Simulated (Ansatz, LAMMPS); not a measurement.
# A frame of liquid (Cs,Li)(F,Cl) from 1000 K (100 atoms): geometry optimisation, part 2 of 3

Wanted: the relaxed structure of a frame of liquid (Cs,Li)(F,Cl) from 1000 K (100 atoms) and its electronic structure.

Ansatz 0.2.0; Kohn-Sham DFT, PBE, PAW (set soft_2), plane waves.

The cell: 28 Cs, 22 Li, 19 F and 31 Cl. The starting topology of bonds comes from the classical model. The ion parameters were fitted for water, not for melts. Only the Γ point is sampled, in a cell whose shortest periodic width is 15 Å. No spin–orbit coupling is included.

So far. Step 3 (Single point at the start): The r.m.s. force component of 0.43 eV/Å and the pressure of 0.51 GPa set the starting point.

### Step 4. Relaxation

With the cell held, the atoms are moved downhill towards a nearby minimum.

The input, input.yaml:

```yaml
crystal:
  lattice:
    - [14.7253, 0.0, 0.0]
    - [0.0, 14.7253, 0.0]
    - [0.0, 0.0, 14.7253]
  atoms:
    [... the 100 atom lines of step 3 ...]
kpoints:
  mp_grid: { grid: [1, 1, 1] }
hamiltonian:
  xc: pbe
scf:
  occupations: { method: gaussian, width: 0.025 }
output:
  forces: true
relax:
  f_tol: 0.05
  max_steps: 134
```

The run is started by

```bash
ansatz run input.yaml --threads 4 --pin off --max-ram 8192MiB --backend cpu --events-out ev --progress --plain --runs-dir out
```

Numbers of over 12 decimals in the logs are rounded to 6 here.

The log of the run:

```text
[...]
Crystal: 100 atoms, lattice volume = 3192.952 Å³
Basis set: ecut = 420 eV, 62525 PW (Γ), exchange–correlation on 200×200×200 points (8 copies of the dense FFT grid, shifted against one another)
Bands: 434, of which v1, the nominal top of the filled ones, is band 334 counted from 1 (333 counted from 0)
Symmetry: 1 space group operations
[...]
k-points: 1
[...]
SCF iter   1: F=—  HF=-212262.116818 eV  |F-HF|=—  |Δ(HF+E_count)|=         —  Δρ=9.87e-4  dr2=8.34e-2  ethr=1.77e-3  ⟨swp⟩=7.0  Hψ=2057  notcnv=0  defer=83
[...]
SCF iter   6: F=-212262.099715 eV  HF=-212262.099726 eV  |F-HF|=1.07e-5  |Δ(HF+E_count)|=   1.64e-5  Δρ=2.96e-5  dr2=2.24e-5  ethr=9.36e-9  ⟨swp⟩=4.0  Hψ=1114  notcnv=0
SCF 1 converged in 6 iterations: F = -212262.099715 eV  dr2 = 2.24e-5
[...]
relax step   1: F+E_penalty+E_count = -212262.09971489 eV  Δ(F+E_penalty+E_count) = +0.000e0 eV  max|allowed force component| = 1.360e0 eV/Å  Δτ_max = 0.0000 Å  (6 SCF iters, dr2 threshold 6.25e-5 eV, accepted)
[...]
relax step   2: F+E_penalty+E_count = -212267.30281900 eV  Δ(F+E_penalty+E_count) = -5.203e0 eV  max|allowed force component| = 1.088e0 eV/Å  Δτ_max = 0.1976 Å  (7 SCF iters, dr2 threshold 1.00e-4 eV, accepted)
[...]
relax step   3: F+E_penalty+E_count = -212270.80089724 eV  Δ(F+E_penalty+E_count) = -3.498e0 eV  max|allowed force component| = 5.587e-1 eV/Å  Δτ_max = 0.1950 Å  (7 SCF iters, dr2 threshold 7.40e-5 eV, accepted)
relax step   4: F+E_penalty+E_count = -212273.12602830 eV  Δ(F+E_penalty+E_count) = -2.325e0 eV  max|allowed force component| = 3.126e-1 eV/Å  Δτ_max = 0.1940 Å  (7 SCF iters, dr2 threshold 8.22e-5 eV, accepted)
relax step   5: F+E_penalty+E_count = -212274.22058532 eV  Δ(F+E_penalty+E_count) = -1.095e0 eV  max|allowed force component| = 2.395e-1 eV/Å  Δτ_max = 0.1931 Å  (7 SCF iters, dr2 threshold 2.57e-5 eV, accepted)
relax step   6: F+E_penalty+E_count = -212275.02401829 eV  Δ(F+E_penalty+E_count) = -8.034e-1 eV  max|allowed force component| = 1.875e-1 eV/Å  Δτ_max = 0.1979 Å  (7 SCF iters, dr2 threshold 1.80e-5 eV, accepted)
relax step   7: F+E_penalty+E_count = -212275.61570743 eV  Δ(F+E_penalty+E_count) = -5.917e-1 eV  max|allowed force component| = 1.743e-1 eV/Å  Δτ_max = 0.1952 Å  (7 SCF iters, dr2 threshold 2.06e-5 eV, accepted)
relax step   8: F+E_penalty+E_count = -212276.07331612 eV  Δ(F+E_penalty+E_count) = -4.576e-1 eV  max|allowed force component| = 1.802e-1 eV/Å  Δτ_max = 0.1951 Å  (7 SCF iters, dr2 threshold 1.86e-5 eV, accepted)
relax step   9: F+E_penalty+E_count = -212276.41871839 eV  Δ(F+E_penalty+E_count) = -3.454e-1 eV  max|allowed force component| = 1.227e-1 eV/Å  Δτ_max = 0.1981 Å  (7 SCF iters, dr2 threshold 2.81e-5 eV, accepted)
relax step  10: F+E_penalty+E_count = -212276.70235731 eV  Δ(F+E_penalty+E_count) = -2.836e-1 eV  max|allowed force component| = 1.482e-1 eV/Å  Δτ_max = 0.1953 Å  (8 SCF iters, dr2 threshold 6.98e-6 eV, accepted)
relax step  11: F+E_penalty+E_count = -212276.99436004 eV  Δ(F+E_penalty+E_count) = -2.920e-1 eV  max|allowed force component| = 1.181e-1 eV/Å  Δτ_max = 0.1953 Å  (7 SCF iters, dr2 threshold 1.02e-5 eV, accepted)
relax step  12: F+E_penalty+E_count = -212277.24343501 eV  Δ(F+E_penalty+E_count) = -2.491e-1 eV  max|allowed force component| = 1.142e-1 eV/Å  Δτ_max = 0.1952 Å  (7 SCF iters, dr2 threshold 8.86e-6 eV, accepted)
relax step  13: F+E_penalty+E_count = -212277.45387796 eV  Δ(F+E_penalty+E_count) = -2.104e-1 eV  max|allowed force component| = 1.450e-1 eV/Å  Δτ_max = 0.1957 Å  (7 SCF iters, dr2 threshold 8.28e-6 eV, accepted)
relax step  14: F+E_penalty+E_count = -212277.66249328 eV  Δ(F+E_penalty+E_count) = -2.086e-1 eV  max|allowed force component| = 1.136e-1 eV/Å  Δτ_max = 0.1954 Å  (7 SCF iters, dr2 threshold 1.97e-5 eV, accepted)
relax step  15: F+E_penalty+E_count = -212277.84823497 eV  Δ(F+E_penalty+E_count) = -1.857e-1 eV  max|allowed force component| = 1.664e-1 eV/Å  Δτ_max = 0.1951 Å  (7 SCF iters, dr2 threshold 7.92e-6 eV, accepted)
relax step  16: F+E_penalty+E_count = -212278.04012854 eV  Δ(F+E_penalty+E_count) = -1.919e-1 eV  max|allowed force component| = 1.124e-1 eV/Å  Δτ_max = 0.1952 Å  (7 SCF iters, dr2 threshold 1.70e-5 eV, accepted)
relax step  17: F+E_penalty+E_count = -212278.18330949 eV  Δ(F+E_penalty+E_count) = -1.432e-1 eV  max|allowed force component| = 2.554e-1 eV/Å  Δτ_max = 0.1985 Å  (7 SCF iters, dr2 threshold 5.76e-6 eV, accepted)
relax step  18: F+E_penalty+E_count = -212278.32190833 eV  Δ(F+E_penalty+E_count) = -1.386e-1 eV  max|allowed force component| = 1.058e-1 eV/Å  Δτ_max = 0.1962 Å  (6 SCF iters, dr2 threshold 2.98e-5 eV, accepted)
relax step  19: F+E_penalty+E_count = -212278.42775638 eV  Δ(F+E_penalty+E_count) = -1.058e-1 eV  max|allowed force component| = 1.076e-1 eV/Å  Δτ_max = 0.1974 Å  (9 SCF iters, accepted)
relax step  20: F+E_penalty+E_count = -212278.52770973 eV  Δ(F+E_penalty+E_count) = -9.995e-2 eV  max|allowed force component| = 1.129e-1 eV/Å  Δτ_max = 0.1957 Å  (9 SCF iters, accepted)
relax step  21: F+E_penalty+E_count = -212278.54267175 eV  Δ(F+E_penalty+E_count) = -1.496e-2 eV  max|allowed force component| = 4.020e-1 eV/Å  Δτ_max = 0.1950 Å  (7 SCF iters, dr2 threshold 1.27e-5 eV, accepted)
relax step  22: F+E_penalty+E_count = -212278.63175124 eV  Δ(F+E_penalty+E_count) = -8.908e-2 eV  max|allowed force component| = 6.224e-2 eV/Å  Δτ_max = 0.2000 Å  (6 SCF iters, dr2 threshold 1.00e-4 eV, accepted)
relax step  23: F+E_penalty+E_count = -212278.63175788 eV  Δ(F+E_penalty+E_count) = -6.640e-6 eV  max|allowed force component| = 6.217e-2 eV/Å  Δτ_max = 0.0000 Å  (5 SCF iters, accepted)
relax step  24: F+E_penalty+E_count = -212278.67027475 eV  Δ(F+E_penalty+E_count) = -3.852e-2 eV  max|allowed force component| = 6.582e-2 eV/Å  Δτ_max = 0.2000 Å  (10 SCF iters, accepted)
relax step  25: F+E_penalty+E_count = -212278.70085203 eV  Δ(F+E_penalty+E_count) = -3.058e-2 eV  max|allowed force component| = 6.766e-2 eV/Å  Δτ_max = 0.1951 Å  (8 SCF iters, dr2 threshold 4.32e-6 eV, accepted)
relax step  26: F+E_penalty+E_count = -212278.72839222 eV  Δ(F+E_penalty+E_count) = -2.754e-2 eV  max|allowed force component| = 1.253e-1 eV/Å  Δτ_max = 0.1704 Å  (8 SCF iters, dr2 threshold 4.58e-6 eV, accepted)
relax step  27: F+E_penalty+E_count = -212278.77342307 eV  Δ(F+E_penalty+E_count) = -4.503e-2 eV  max|allowed force component| = 1.496e-1 eV/Å  Δτ_max = 0.1905 Å  (7 SCF iters, dr2 threshold 1.57e-5 eV, accepted)
relax step  28: F+E_penalty+E_count = -212278.81407790 eV  Δ(F+E_penalty+E_count) = -4.065e-2 eV  max|allowed force component| = 1.252e-1 eV/Å  Δτ_max = 0.1062 Å  (6 SCF iters, dr2 threshold 2.24e-5 eV, accepted)
relax step  29: F+E_penalty+E_count = -212278.85035229 eV  Δ(F+E_penalty+E_count) = -3.627e-2 eV  max|allowed force component| = 8.882e-2 eV/Å  Δτ_max = 0.1167 Å  (6 SCF iters, dr2 threshold 1.10e-5 eV, accepted)
relax step  30: F+E_penalty+E_count = -212278.86633136 eV  Δ(F+E_penalty+E_count) = -1.598e-2 eV  max|allowed force component| = 7.118e-2 eV/Å  Δτ_max = 0.2000 Å  (7 SCF iters, dr2 threshold 3.97e-6 eV, accepted)
relax step  31: F+E_penalty+E_count = -212278.87349911 eV  Δ(F+E_penalty+E_count) = -7.168e-3 eV  max|allowed force component| = 2.684e-2 eV/Å  Δτ_max = 0.0472 Å  (6 SCF iters, dr2 threshold 2.55e-6 eV, accepted)
[...]
relax step  32: F+E_penalty+E_count = -212278.87349948 eV  Δ(F+E_penalty+E_count) = -3.771e-7 eV  max|allowed force component| = 2.687e-2 eV/Å  Δτ_max = 0.0000 Å  (4 SCF iters, accepted)
SCF converged after 4 iterations
Free energy (F): -212278.873499 eV
[...]
Internal energy: -212278.873499 eV  (E = F + TS)
E sigma→0 (E₀):  -212278.873499 eV
Fermi energy:    2.914493 eV
[...]
--- Forces (eV/Å), atoms counted from 1 ---
  atom   1  Cs    -0.00462474    -0.00349106     0.01369982
  atom   2  Cs     0.00509394     0.00996401     0.01631763
  atom   3  Cs    -0.00761528    -0.00097008    -0.02399002
  atom   4  Cs     0.00749007    -0.00415885     0.01606641
  atom   5  Cs     0.01337035    -0.02187753    -0.00846053
  atom   6  Cs     0.00705550    -0.00228125    -0.02329862
  atom   7  Cs     0.00776564    -0.00832132     0.01850992
  atom   8  Cs    -0.00375566     0.00242234    -0.01772715
  atom   9  Cs    -0.00996591    -0.00888341    -0.02167487
  atom  10  Cs    -0.00443716    -0.00913012     0.01733272
  atom  11  Cs    -0.00914869     0.00040681     0.01764361
  atom  12  Cs     0.00182176    -0.00708447    -0.00838138
  atom  13  Cs    -0.00985900     0.00036397    -0.00377858
  atom  14  Cs    -0.00703355     0.00607515     0.01451711
[...]
atom  99  Cl     0.00147957    -0.01075339     0.00049078
  atom 100  Cl    -0.00102165     0.00696096     0.01943047
  max |Σ_I F_I| component: 3.86e-5 eV/Å
--- Relaxed structure (32 steps of the walk, 32 accepted, 0 SCFs on fresh bases) ---
  F+E_penalty+E_count = -212278.87349948 eV   max|allowed force component| = 2.687e-2 eV/Å
  atoms:
    - { symbol: Cs, position: [0.707693, 0.045254, 0.128641] }
    - { symbol: Cs, position: [0.827674, 0.802336, 0.406239] }
    - { symbol: Cs, position: [0.335404, 0.700058, 0.771745] }
    - { symbol: Cs, position: [0.074773, 0.526087, 0.153091] }
[...]
- { symbol: Cl, position: [0.329536, 0.195248, 0.753148] }
```

It took 12 min on 4 threads of Arm Neoverse V2, shared host; peak memory 3.9 GiB; 45 min of CPU time.

The steps of the relaxation (22 of 32):

| step | energy less that of the first step (eV) | largest force component (eV/Å) |
| --- | --- | --- |
| 1 | 0.0000 | 1.3599 |
| 2 | -5.2031 | 1.0884 |
| 4 | -11.0263 | 0.3126 |
| 5 | -12.1209 | 0.2395 |
| 7 | -13.5160 | 0.1743 |
| 8 | -13.9736 | 0.1802 |
| 10 | -14.6026 | 0.1482 |
| 11 | -14.8946 | 0.1181 |
| 13 | -15.3542 | 0.1450 |
| 14 | -15.5628 | 0.1136 |
| 16 | -15.9404 | 0.1124 |
| 17 | -16.0836 | 0.2554 |
| 19 | -16.3280 | 0.1076 |
| 20 | -16.4280 | 0.1129 |
| 22 | -16.5320 | 0.0622 |
| 23 | -16.5320 | 0.0622 |
| 25 | -16.6011 | 0.0677 |
| 26 | -16.6287 | 0.1253 |
| 28 | -16.7144 | 0.1252 |
| 29 | -16.7506 | 0.0888 |
| 31 | -16.7738 | 0.0268 |
| 32 | -16.7738 | 0.0269 |

The atoms that moved most (Å):

| atom | dx | dy | dz | length |
| --- | --- | --- | --- | --- |
| Cl74 | -1.463 | -0.288 | -1.926 | 2.436 |
| Cl86 | 1.091 | -0.336 | -1.518 | 1.900 |
| Cl76 | 1.758 | 0.242 | 0.553 | 1.859 |
| Cs28 | -0.881 | 0.124 | 1.630 | 1.857 |
| Cl79 | -0.706 | -1.246 | 1.062 | 1.782 |
| Cl93 | -0.628 | 1.399 | 0.729 | 1.699 |
| Cs24 | -1.427 | -0.167 | -0.866 | 1.678 |
| Cs22 | -1.373 | -0.429 | -0.713 | 1.606 |

The relaxation changed the energy by -168 meV/atom, and atoms moved by 1.0 Å r.m.s., 2.4 Å at most.

### Step 5. Local order after relaxation

Bonds before and after, by the cutoffs listed below:

| pair | bonds before | bonds after | mean before (Å) | mean after (Å) | spread before (Å) | spread after (Å) |
| --- | --- | --- | --- | --- | --- | --- |
| Cl-Cs | 121 | 134 | 3.427 | 3.558 | 0.326 | 0.209 |
| Cl-Li | 32 | 36 | 2.553 | 2.483 | 0.210 | 0.123 |
| Li-F | 51 | 50 | 2.121 | 1.873 | 0.136 | 0.054 |

Density 2.77 g/cm³, 31.93 Å³ an atom.

g(r), total and by pair (bins of 0.2 Å):

| r (Å) | total | Cl-Cl | Cl-Cs | Cl-Li | Cl-F | Cs-Cs | Cs-Li |
| --- | --- | --- | --- | --- | --- | --- | --- |
| 1.70 | 0.24 | 0.00 | 0.00 | 0.00 | 0.00 | 0.00 | 0.00 |
| 1.90 | 3.33 | 0.00 | 0.00 | 0.00 | 0.00 | 0.00 | 0.00 |
| 2.10 | 0.06 | 0.00 | 0.00 | 0.00 | 0.00 | 0.00 | 0.00 |
| 2.30 | 0.46 | 0.00 | 0.00 | 3.36 | 0.00 | 0.00 | 0.00 |
| 2.50 | 0.94 | 0.00 | 0.00 | 5.81 | 0.00 | 0.00 | 0.00 |
| 2.70 | 0.69 | 0.00 | 0.00 | 1.81 | 0.00 | 0.00 | 0.00 |
| 2.90 | 0.75 | 0.00 | 0.00 | 0.00 | 0.00 | 0.00 | 0.00 |
| 3.10 | 0.94 | 0.00 | 0.00 | 0.00 | 1.08 | 0.00 | 0.00 |
| 3.30 | 1.39 | 0.00 | 3.00 | 0.00 | 1.41 | 0.00 | 0.20 |
| 3.50 | 2.56 | 0.21 | 8.79 | 0.15 | 3.34 | 0.00 | 1.18 |
| 3.70 | 1.29 | 0.76 | 2.38 | 0.28 | 2.08 | 0.00 | 1.94 |
| 3.90 | 0.77 | 1.56 | 0.77 | 0.24 | 1.27 | 0.00 | 1.37 |
| 4.10 | 1.02 | 0.64 | 0.43 | 0.77 | 0.76 | 0.95 | 2.70 |
| 4.30 | 0.95 | 1.73 | 0.24 | 0.90 | 0.47 | 1.04 | 1.56 |
| 4.50 | 1.06 | 1.31 | 0.65 | 1.10 | 0.21 | 2.40 | 1.22 |
| 4.70 | 1.18 | 1.92 | 0.20 | 1.27 | 0.78 | 2.66 | 1.11 |
| 4.90 | 1.08 | 2.08 | 0.30 | 2.02 | 0.36 | 1.90 | 0.43 |
| 5.10 | 0.93 | 0.92 | 0.68 | 0.72 | 0.57 | 1.88 | 0.55 |
| 5.30 | 0.91 | 1.50 | 0.41 | 0.73 | 1.15 | 1.17 | 0.66 |
| 5.50 | 0.87 | 0.87 | 0.58 | 0.56 | 1.07 | 0.75 | 0.96 |
| 5.70 | 0.80 | 0.65 | 0.63 | 0.80 | 0.93 | 0.99 | 0.63 |
| 5.90 | 0.91 | 0.76 | 0.71 | 1.01 | 1.31 | 1.12 | 1.07 |
| 6.10 | 1.06 | 1.28 | 0.83 | 1.25 | 1.11 | 1.13 | 0.84 |
| 6.30 | 0.98 | 0.92 | 1.00 | 1.08 | 1.14 | 0.65 | 1.04 |
| 6.50 | 1.07 | 0.75 | 0.90 | 1.06 | 1.42 | 1.15 | 1.02 |
| 6.70 | 1.13 | 1.35 | 1.66 | 1.07 | 1.15 | 0.72 | 0.87 |
| 6.90 | 0.93 | 1.28 | 0.86 | 0.79 | 0.91 | 1.10 | 1.04 |
| 7.10 | 1.14 | 0.63 | 1.48 | 1.48 | 0.85 | 0.96 | 1.06 |

Bonds by pair of elements; cutoffs follow the first minimum of g(r), held within bounds set by covalent radii, and pairs that aren't listed don't count as bonded:

| pair A-B | cutoff (Å) | bonds | mean length (Å) | spread (Å) | shortest (Å) | B about A | A about B |
| --- | --- | --- | --- | --- | --- | --- | --- |
| Cl-Cs | 4.33 | 134 | 3.56 | 0.209 | 3.29 | 4.32 | 4.79 |
| Cl-Li | 3.06 | 36 | 2.48 | 0.123 | 2.30 | 1.16 | 1.64 |
| Cs-F | 3.52 | 26 | 3.03 | 0.179 | 2.79 | 0.929 | 1.37 |
| Li-F | 2.46 | 50 | 1.87 | 0.054 | 1.78 | 2.27 | 2.63 |

The cutoff for Cs-F falls short of the minimum of g(r), so counts run low and odd coordinations can be artefacts.

How many atoms have how many bonded neighbours:

| element | mean | 3 | 4 | 5 | 6 | 7 | 8 |
| --- | --- | --- | --- | --- | --- | --- | --- |
| Cl | 5.48 | 0 | 2 | 15 | 11 | 3 | 0 |
| Cs | 5.71 | 0 | 1 | 10 | 14 | 2 | 1 |
| F | 4 | 2 | 15 | 2 | 0 | 0 | 0 |
| Li | 3.91 | 2 | 20 | 0 | 0 | 0 | 0 |

Bond angles, per cent of each kind in bins of 5°:

| angle (°) | Cl-Cs-Cl | Cs-Cl-Cs | Cs-Cl-Li | Cl-Cs-F | Cl-Li-F |
| --- | --- | --- | --- | --- | --- |
| 50–55 | 0.0 | 0.0 | 0.0 | 1.0 | 0.0 |
| 55–60 | 1.8 | 0.0 | 0.0 | 2.9 | 0.0 |
| 60–65 | 2.6 | 0.0 | 1.5 | 10.8 | 0.0 |
| 65–70 | 4.1 | 2.5 | 3.8 | 7.8 | 0.0 |
| 70–75 | 4.1 | 4.6 | 8.3 | 7.8 | 0.0 |
| 75–80 | 9.3 | 8.8 | 11.3 | 4.9 | 0.0 |
| 80–85 | 10.4 | 14.7 | 9.8 | 4.9 | 0.0 |
| 85–90 | 10.4 | 11.8 | 15.0 | 2.9 | 11.3 |
| 90–95 | 10.0 | 8.4 | 5.3 | 3.9 | 11.3 |
| 95–100 | 6.3 | 5.5 | 4.5 | 3.9 | 14.5 |
| 100–105 | 4.8 | 5.9 | 4.5 | 3.9 | 8.1 |
| 105–110 | 3.3 | 4.2 | 2.3 | 1.0 | 12.9 |
| 110–115 | 2.2 | 2.9 | 1.5 | 8.8 | 17.7 |
| 115–120 | 3.3 | 5.5 | 4.5 | 4.9 | 4.8 |
| 120–125 | 3.7 | 1.7 | 2.3 | 3.9 | 6.5 |
| 125–130 | 2.6 | 2.5 | 3.0 | 3.9 | 6.5 |
| 130–135 | 2.2 | 2.1 | 2.3 | 8.8 | 1.6 |
| 135–140 | 2.6 | 2.1 | 3.0 | 2.9 | 0.0 |
| 140–145 | 2.2 | 2.5 | 2.3 | 2.9 | 3.2 |
| 145–150 | 4.1 | 2.1 | 3.8 | 2.0 | 1.6 |
| 150–155 | 1.8 | 1.7 | 3.0 | 3.9 | 0.0 |
| 155–160 | 1.5 | 1.7 | 3.0 | 1.0 | 0.0 |
| 160–165 | 4.1 | 5.0 | 0.8 | 0.0 | 0.0 |
| 165–170 | 1.1 | 2.5 | 3.0 | 1.0 | 0.0 |
| 170–175 | 0.7 | 0.8 | 1.5 | 0.0 | 0.0 |
| 175–180 | 0.7 | 0.4 | 0.0 | 0.0 | 0.0 |

Bond angles (no mean is given where the spread exceeds 20°):

| angle | count | mean (°) | spread (°) |
| --- | --- | --- | --- |
| Cl-Cs-Cl | 270 | - | - |
| Cs-Cl-Cs | 238 | - | - |
| Cs-Cl-Li | 133 | - | - |
| Cl-Cs-F | 102 | - | - |
| Cl-Li-F | 62 | 107 | 14.5 |

Bond length by coordination (bonds to H left out):

| element | coordination | atoms | mean bond length (Å) |
| --- | --- | --- | --- |
| Cl | 4 | 2 | 3.34 |
| Cl | 5 | 15 | 3.32 |
| Cl | 6 | 11 | 3.33 |
| Cl | 7 | 3 | 3.38 |
| Cs | 4 | 1 | 3.38 |
| Cs | 5 | 10 | 3.43 |
| Cs | 6 | 14 | 3.49 |
| Cs | 7 | 2 | 3.43 |
| Cs | 8 | 1 | 3.68 |
| F | 3 | 2 | 1.99 |
| F | 4 | 15 | 2.24 |
| F | 5 | 2 | 2.62 |
| Li | 3 | 2 | 1.98 |
| Li | 4 | 20 | 2.14 |

For some of the pairs, g(r) has its first main peak near 3.5 Å (Cl-Cs), 2.4 Å (Cl-Li), 3.5 Å (Cl-F) and 4.6 Å (Cs-Cs).

(Part 2 of 3 ends here.)

[Logs are printed without paths, hosts, clocks, repeated set-up lines and the standing remarks that a program may print on its own settings, such as how far it seeks lower states.]

[Hosts, paths, dates, database ids (printed as entryN), source tags and the programs' standing remarks are cut or masked in the printed files.]
